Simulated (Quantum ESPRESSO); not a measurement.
# E(q) of Fe from supercells

Aim: the energy of flat spin spirals of Fe that close within a few cells.

Main program and level: Quantum ESPRESSO 7.5; LDA; plane waves with GBRV 1.5 LDA potentials, no spin-orbit coupling, flat spiral in a supercell.

The database entry behind the starting cell differs from later determinations by our own check (about 0.2 % short), so it need not match the best structure at ambient conditions.

### Step 1. Set-up

The structure is cubic, space group Im-3m (No. 229). The conventional cell has a = 2.860 Å, b = 2.860 Å, c = 2.860 Å, α = 90.00°, β = 90.00°, γ = 90.00°. Fe has 8 Fe at 2.48 Å nearest.

The cell comes from the Crystallography Open Database.

### Step 2. Parallel moments, one cell

pw.in reads:

```
&CONTROL
  calculation = 'scf'
  prefix = 'pwscf'
  outdir = './tmp'
  pseudo_dir = './pseudo'
  disk_io = 'nowf'
/
&SYSTEM
  ibrav = 0
  nat = 1
  ntyp = 1
  ecutwfc = 34
  ecutrho = 238
  nbnd = 28
  occupations = 'smearing'
  smearing = 'fd'
  degauss = 0.00734986
  noncolin = .true.
  starting_magnetization(1) = 0.175
  angle1(1) = 90
  angle2(1) = 0
/
&ELECTRONS
  conv_thr = 2d-09
  electron_maxstep = 150
  mixing_beta = 0.3
/
ATOMIC_SPECIES
Fe     55.8450 fe_lda_v1.5.uspp.F.UPF
CELL_PARAMETERS bohr
  -2.7027618925    2.7027618925    2.7027618925
   2.7027618925   -2.7027618925    2.7027618925
   2.7027618925    2.7027618925   -2.7027618925
ATOMIC_POSITIONS crystal
Fe      0.0000000000    0.0000000000    0.0000000000
K_POINTS automatic
10 10 12 0 0 0
```

On the command line:

```
$ OMP_NUM_THREADS=1 mpirun -n 4 pw.x -nk 4 -in pw.in > pw.out
```

What it wrote:

```text
Program PWSCF v.7.5 starts

     Message from routine setup:
     using ibrav=0 with symmetry is DISCOURAGED, use correct ibrav instead

     K-points division:     npool     =       4
     Subspace diagonalization in iterative solution of the eigenvalue problem:

     G-vector sticks info
     --------------------
     sticks:   dense  smooth     PW     G-vecs:    dense   smooth      PW
     Sum         395     221     99                 4921     2123     627

     Using Slab Decomposition

     bravais-lattice index     =            0
     lattice parameter (alat)  =       4.6813  a.u.
     unit-cell volume          =      78.9739 (a.u.)^3
     number of atoms/cell      =            1
     number of atomic types    =            1
     number of electrons       =        16.00
     number of Kohn-Sham states=           28
     kinetic-energy cutoff     =      34.0000  Ry
     charge density cutoff     =     238.0000  Ry
     scf convergence threshold =      2.0E-09
     mixing beta               =       0.3000
     number of iterations used =            8  plain     mixing
     Exchange-correlation=  SLA  PZ   NOGX NOGC
                           (   1   1   0   0   0   0   0)
     Noncollinear calculation without spin-orbit

     celldm(1)=   4.681321  celldm(2)=   0.000000  celldm(3)=   0.000000
     celldm(4)=   0.000000  celldm(5)=   0.000000  celldm(6)=   0.000000

     crystal axes: (cart. coord. in units of alat)
               a(1) = (  -0.577350   0.577350   0.577350 )
               a(2) = (   0.577350  -0.577350   0.577350 )
               a(3) = (   0.577350   0.577350  -0.577350 )

     reciprocal axes: (cart. coord. in units 2 pi/alat)
               b(1) = ( -0.000000  0.866025  0.866025 )
               b(2) = (  0.866025 -0.000000  0.866025 )
               b(3) = (  0.866025  0.866025  0.000000 )

     PseudoPot. # 1 for Fe read from file:
     fe_lda_v1.5.uspp.F.UPF
     Pseudo is Ultrasoft + core correction, Zval = 16.0
     Generated by new atomic code, or converted to UPF format
     Using radial grid of  861 points,  6 beta functions with:
                l(1) =   0
                l(2) =   0
                l(3) =   1
                l(4) =   1
                l(5) =   2
                l(6) =   2
     Q(r) pseudized with  8 coefficients,  rinner =    1.000   1.000   1.000
                                                       1.000   1.000

     atomic species   valence    mass     pseudopotential
     Fe               16.00    55.84500     Fe( 1.00)

     16 Sym. Ops., with inversion, found

   Cartesian axes

     site n.     atom                  positions (alat units)
         1        Fe     tau(   1) = (   0.0000000   0.0000000   0.0000000  )

     number of k points=   794  Fermi-Dirac smearing, width (Ry)=  0.0073

     Number of k-points >= 100: set verbosity='high' to print them.

     Dense  grid:     4921 G-vectors     FFT dimensions: (  24,  24,  24)

     Smooth grid:     2123 G-vectors     FFT dimensions: (  18,  18,  18)

     Check: negative core charge=   -0.000044
     Generating pointlists ...
     new r_m :   0.4125 (alat units)  1.9310 (a.u.) for type    1

     Initial potential from superposition of free atoms

     starting charge      15.0000, renormalised to      16.0000

 ==============================================================================
     atom number    1 relative position :    0.0000   0.0000   0.0000
     charge :    14.663634  (integrated on a sphere of radius 0.413)
     magnetization :          2.566136    0.000000    0.000000
     magnetization/charge:    0.175000    0.000000    0.000000
     polar coord.: r, theta, phi [deg] :     2.566136   90.000000    0.000000

 ==============================================================================
     Starting wfcs are   26 randomized atomic wfcs +    2 random wfcs

     Self-consistent Calculation

     iteration #  1     ecut=    34.00 Ry     beta= 0.30
     Davidson diagonalization with overlap
     ethr =  1.00E-02,  avg # of iterations =  4.8

     total energy              =    -249.81547961 Ry
     estimated scf accuracy    <       2.38382748 Ry

     total magnetization       =     1.92    -0.00     0.00 Bohr mag/cell
     absolute magnetization    =     1.93 Bohr mag/cell

     iteration #  2     ecut=    34.00 Ry     beta= 0.30
     Davidson diagonalization with overlap
     ethr =  1.00E-02,  avg # of iterations =  2.0

     total energy              =    -250.29175290 Ry
     estimated scf accuracy    <       0.04656190 Ry

     total magnetization       =     2.39     0.00    -0.00 Bohr mag/cell
     absolute magnetization    =     2.41 Bohr mag/cell

     iteration #  3     ecut=    34.00 Ry     beta= 0.30
     Davidson diagonalization with overlap
     ethr =  2.91E-04,  avg # of iterations =  1.8

     total energy              =    -250.30059557 Ry
     estimated scf accuracy    <       0.00343340 Ry

     total magnetization       =     2.28     0.00     0.00 Bohr mag/cell
     absolute magnetization    =     2.32 Bohr mag/cell

     [... further iterations left out ...]

     iteration #  8     ecut=    34.00 Ry     beta= 0.30
     Davidson diagonalization with overlap
     ethr =  9.68E-08,  avg # of iterations =  2.0

     total energy              =    -250.30120036 Ry
     estimated scf accuracy    <       0.00000089 Ry

     total magnetization       =     2.22     0.00     0.00 Bohr mag/cell
     absolute magnetization    =     2.29 Bohr mag/cell

     iteration #  9     ecut=    34.00 Ry     beta= 0.30
     Davidson diagonalization with overlap
     ethr =  5.58E-09,  avg # of iterations =  1.1

     total energy              =    -250.30120046 Ry
     estimated scf accuracy    <       0.00000010 Ry

     total magnetization       =     2.22     0.00     0.00 Bohr mag/cell
     absolute magnetization    =     2.29 Bohr mag/cell

     iteration # 10     ecut=    34.00 Ry     beta= 0.30
     Davidson diagonalization with overlap
     ethr =  6.32E-10,  avg # of iterations =  2.0

     total energy              =    -250.30120050 Ry
     estimated scf accuracy    <          5.8E-09 Ry

     total magnetization       =     2.22     0.00     0.00 Bohr mag/cell
     absolute magnetization    =     2.29 Bohr mag/cell

     iteration # 11     ecut=    34.00 Ry     beta= 0.30
     Davidson diagonalization with overlap
     ethr =  3.62E-11,  avg # of iterations =  1.4

 ==============================================================================
     atom number    1 relative position :    0.0000   0.0000   0.0000
     charge :    14.424731  (integrated on a sphere of radius 0.413)
     magnetization :          2.241389   -0.000000   -0.000000
     magnetization/charge:    0.155385   -0.000000   -0.000000
     polar coord.: r, theta, phi [deg] :     2.241389   90.000000   -0.000000

 ==============================================================================

     End of self-consistent calculation

     Number of k-points >= 100: set verbosity='high' to print the bands.

     the Fermi energy is    17.1744 ev

!    total energy              =    -250.30120051 Ry
     estimated scf accuracy    <          1.7E-09 Ry
     smearing contrib. (-TS)   =      -0.00241947 Ry
     internal energy E=F+TS    =    -250.29878104 Ry

     The total energy is F=E-TS. E is the sum of the following terms:
     one-electron contribution =    -116.36382507 Ry
     hartree contribution      =      67.21504210 Ry
     xc contribution           =     -28.79967639 Ry
     ewald contribution        =    -172.35032169 Ry

     total magnetization       =     2.22    -0.00    -0.00 Bohr mag/cell
     absolute magnetization    =     2.29 Bohr mag/cell

     convergence has been achieved in  11 iterations

=------------------------------------------------------------------------------=
   JOB DONE.
=------------------------------------------------------------------------------=
```

Wall time 45 s (4 MPI ranks of Arm Neoverse V2, shared host); peak memory 0.39 GiB; 3 min of CPU time.

Spin moment in the atom's sphere by atom:

| atom | x (μB) | y (μB) | z (μB) | size |
| --- | --- | --- | --- | --- |
| Fe1 | 2.24 | 0.00 | 0.00 | 2.24 |

Read from the output:

| Quantity | Value |
| --- | --- |
| smearing term TS | 0.03292 eV |
| magnetization | 2.217, 0, 0 μB |
| absolute magnetization | 2.293 μB |
| final state | ferromagnetic |

### Step 3. One turn in 2 cells along the input cell's c

Neighbouring cells are turned by 180° in the xy plane; the cell holds 2 atoms.

pw.in reads:

```
&CONTROL
  calculation = 'scf'
  prefix = 'pwscf'
  outdir = './tmp'
  pseudo_dir = './pseudo'
  disk_io = 'nowf'
/
&SYSTEM
  ibrav = 0
  nat = 2
  ntyp = 2
  ecutwfc = 34
  ecutrho = 238
  nbnd = 46
  occupations = 'smearing'
  smearing = 'fd'
  degauss = 0.00734986
  noncolin = .true.
  starting_magnetization(1) = 0.175
  angle1(1) = 90
  angle2(1) = 0
  starting_magnetization(2) = 0.175
  angle1(2) = 90
  angle2(2) = 180
/
&ELECTRONS
  conv_thr = 4d-09
  electron_maxstep = 150
  mixing_beta = 0.3
/
ATOMIC_SPECIES
Fe1    55.8450 fe_lda_v1.5.uspp.F.UPF
Fe2    55.8450 fe_lda_v1.5.uspp.F.UPF
CELL_PARAMETERS bohr
  -2.7027618925    2.7027618925    2.7027618925
   2.7027618925   -2.7027618925    2.7027618925
   5.4055237850    5.4055237850   -5.4055237850
ATOMIC_POSITIONS crystal
Fe1     0.0000000000    0.0000000000    0.0000000000
Fe2     0.0000000000    0.0000000000    0.5000000000
K_POINTS automatic
10 10 6 0 0 0
```

What it wrote:

```text
     [... lines left out ...]
Program PWSCF v.7.5 starts
     [... lines left out ...]
     number of atoms/cell      =            2
     [... lines left out ...]
     number of electrons       =        32.00
     number of Kohn-Sham states=           46
     kinetic-energy cutoff     =      34.0000  Ry
     charge density cutoff     =     238.0000  Ry
     scf convergence threshold =      4.0E-09
     [... lines left out ...]
     Noncollinear calculation without spin-orbit
     [... lines left out ...]
      4 Sym. Ops., with inversion, found
     [... lines left out ...]
     number of k points=   288  Fermi-Dirac smearing, width (Ry)=  0.0073
     [... lines left out ...]
     iteration # 15     ecut=    34.00 Ry     beta= 0.30
     [... lines left out ...]
     atom number    1 relative position :    0.0000   0.0000   0.0000
     [... lines left out ...]
     magnetization :          1.998752   -0.000083    0.000000
     [... lines left out ...]
     atom number    2 relative position :    0.5774   0.5774  -0.5774
     [... lines left out ...]
     magnetization :         -1.998769   -0.000085   -0.000000
     [... lines left out ...]
     the Fermi energy is    17.4513 ev
!    total energy              =    -500.57231631 Ry
     estimated scf accuracy    <          4.6E-11 Ry
     smearing contrib. (-TS)   =      -0.00823041 Ry
     [... lines left out ...]
     total magnetization       =     0.00    -0.00    -0.00 Bohr mag/cell
     absolute magnetization    =     4.12 Bohr mag/cell
     convergence has been achieved in  15 iterations
```

It took 80 s on 4 MPI ranks; peak memory 0.47 GiB.

Spin moment in the atom's sphere by atom:

| atom | x (μB) | y (μB) | z (μB) | size |
| --- | --- | --- | --- | --- |
| Fe1 | 2.00 | 0.00 | 0.00 | 2.00 |
| Fe2 | -2.00 | 0.00 | 0.00 | 2.00 |

Read from the output:

- smearing term TS: 0.1120 eV
- magnetization: 0, 0, 0 μB
- absolute magnetization: 4.121 μB
- final state: antiferromagnetic

### Step 4. One turn in 3 cells along the input cell's c

Neighbouring cells are turned by 120° in the xy plane; the cell holds 3 atoms.

pw.in reads:

```
&CONTROL
  calculation = 'scf'
  prefix = 'pwscf'
  outdir = './tmp'
  pseudo_dir = './pseudo'
  disk_io = 'nowf'
/
&SYSTEM
  ibrav = 0
  nat = 3
  ntyp = 3
  ecutwfc = 34
  ecutrho = 238
  nbnd = 64
  occupations = 'smearing'
  smearing = 'fd'
  degauss = 0.00734986
  noncolin = .true.
  starting_magnetization(1) = 0.175
  angle1(1) = 90
  angle2(1) = 0
  starting_magnetization(2) = 0.175
  angle1(2) = 90
  angle2(2) = 120
  starting_magnetization(3) = 0.175
  angle1(3) = 90
  angle2(3) = -120
/
&ELECTRONS
  conv_thr = 6d-09
  electron_maxstep = 150
  mixing_beta = 0.3
/
ATOMIC_SPECIES
Fe1    55.8450 fe_lda_v1.5.uspp.F.UPF
Fe2    55.8450 fe_lda_v1.5.uspp.F.UPF
Fe3    55.8450 fe_lda_v1.5.uspp.F.UPF
CELL_PARAMETERS bohr
  -2.7027618925    2.7027618925    2.7027618925
   2.7027618925   -2.7027618925    2.7027618925
   8.1082856775    8.1082856775   -8.1082856775
ATOMIC_POSITIONS crystal
Fe1     0.0000000000    0.0000000000    0.0000000000
Fe2     0.0000000000    0.0000000000    0.3333333333
Fe3     0.0000000000    0.0000000000    0.6666666667
K_POINTS automatic
10 10 4 0 0 0
```

What it wrote:

```text
     [... lines left out ...]
Program PWSCF v.7.5 starts
     [... lines left out ...]
     number of atoms/cell      =            3
     [... lines left out ...]
     number of electrons       =        48.00
     number of Kohn-Sham states=           64
     kinetic-energy cutoff     =      34.0000  Ry
     charge density cutoff     =     238.0000  Ry
     scf convergence threshold =      6.0E-09
     [... lines left out ...]
     Noncollinear calculation without spin-orbit
     [... lines left out ...]
      2 Sym. Ops. (no inversion) found
     [... lines left out ...]
     number of k points=   362  Fermi-Dirac smearing, width (Ry)=  0.0073
     [... lines left out ...]
     iteration # 14     ecut=    34.00 Ry     beta= 0.30
     [... lines left out ...]
     atom number    1 relative position :    0.0000   0.0000   0.0000
     [... lines left out ...]
     magnetization :          2.139412   -0.000077    0.000000
     [... lines left out ...]
     atom number    2 relative position :    0.5774   0.5774  -0.5774
     [... lines left out ...]
     magnetization :         -1.069776    1.852752   -0.000000
     [... lines left out ...]
     atom number    3 relative position :    1.1547   1.1547  -1.1547
     [... lines left out ...]
     magnetization :         -1.069779   -1.852908   -0.000000
     [... lines left out ...]
     the Fermi energy is    17.4677 ev
!    total energy              =    -750.87535006 Ry
     estimated scf accuracy    <          3.8E-09 Ry
     smearing contrib. (-TS)   =      -0.00936653 Ry
     [... lines left out ...]
     total magnetization       =    -0.00    -0.00     0.00 Bohr mag/cell
     absolute magnetization    =     6.64 Bohr mag/cell
     convergence has been achieved in  14 iterations
```

The job ended after 3.7 min (4 MPI ranks; peak memory 0.88 GiB; 15 min of CPU time).

Spin moment in the atom's sphere by atom:

| atom | x (μB) | y (μB) | z (μB) | size |
| --- | --- | --- | --- | --- |
| Fe1 | 2.14 | 0.00 | 0.00 | 2.14 |
| Fe2 | -1.07 | 1.85 | 0.00 | 2.14 |
| Fe3 | -1.07 | -1.85 | 0.00 | 2.14 |

Read from the output:

```
smearing term TS       : 0.1274 eV
magnetization          : 0, 0, 0 μB
absolute magnetization : 6.644 μB
final state            : non-collinear
```

(Continued in part 2 of 2.)

[Logs and program files are shortened in this print: banners, set-up blocks, solver, clock and traceback lines can be left out without a mark of their own.]

[Logs are printed without paths, hosts, clocks, repeated set-up lines and the standing remarks that a program may print on its own settings, such as how far it seeks lower states.]

[Hosts, paths, dates, database ids (printed as entryN), source tags and the programs' standing remarks are cut or masked in the printed files.]

[Where a cell is said to come from a database of computed structures, the database is the Materials Project.]
